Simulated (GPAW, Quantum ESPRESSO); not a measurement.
Consider CdAg (Pm-3m).

```
Cd Ag
1.0
     3.33000    0.00000    0.00000
     0.00000    3.33000    0.00000
     0.00000    0.00000    3.33000
Cd Ag
1 1
Direct
  0.50000 0.50000 0.50000
  0.00000 0.00000 0.00000
```

Absorber: atom 2, with 8 Cd at 2.88 Å and 6 Ag at 3.33 Å (cube and octahedron, as in bcc, site symmetry m-3m). Method: GPAW, LDA, excited-electron core hole (neutral cell), 8-atom cell with 5.8 Å between holes, 7×7×7 k points, dipole transitions, Gaussian full width 2.4 eV up to 4 eV, rising linearly to 3.5 eV at 25 eV.

Question: Where do the maxima of the Ag L₃ edge fall?

Main maxima up to 30 eV above the zero (height): 4.8 eV (0.90), 11.0 eV (1.09), 17.8 eV (1.53) and 24.0 eV (1.28). At an L edge the dipole rule selects empty d and s states; the absorber's d shell is nominally full, so the onset shows only d character mixed into the empty bands. 

The Ag L₃ spectrum (energy from the lowest empty level; intensity scaled to a mean of 1 over the first 20 eV):

```csv
E (eV),intensity
-2.0,0.01
-1.0,0.10
0.0,0.35
1.0,0.66
2.0,0.83
3.0,0.87
4.0,0.89
5.0,0.90
6.0,0.86
7.0,0.83
8.0,0.83
9.0,0.89
10.0,1.02
11.0,1.09
12.0,1.04
13.0,0.91
14.0,0.84
15.0,0.95
16.0,1.24
17.0,1.48
18.0,1.52
19.0,1.45
20.0,1.34
21.0,1.26
22.0,1.23
23.0,1.26
24.0,1.28
25.0,1.25
26.0,1.15
27.0,1.04
28.0,0.97
29.0,0.94
30.0,0.97
31.0,1.05
32.0,1.20
```

Only the L₃ part is meant: spin–orbit coupling of the core level isn't computed and the L₂ copy isn't added. The script folds with a Gaussian, whereas the core hole's own line is a Lorentzian, so the onset is too steep and the first peak too high. The holes are only 5.8 Å apart, so the shape is probably not converged with cell size; no larger cell was run here. Lifetime broadening is put in by hand, and intensities beyond about 20 eV depend on it and on the partial waves. The structure is a published determination, not relaxed.

[Banner, clock and machine lines of the logs are left out without a mark of their own.]

[Logs are printed without paths, hosts, clocks, repeated set-up lines and the standing remarks that a program may print on its own settings, such as how far it seeks lower states.]

[Hosts, paths, dates, database ids (printed as entryN), source tags and the programs' standing remarks are cut or masked in the printed files.]

[Lists of maxima count a maximum above −3 eV only where it reaches 4 % of the highest in the window and stands out from its surroundings by 2 % of it (1.5 % where it reaches 55 %); shoulders and weaker maxima are passed over, and of the rest the first, up to two pre-edge ones and the few strongest are named.]
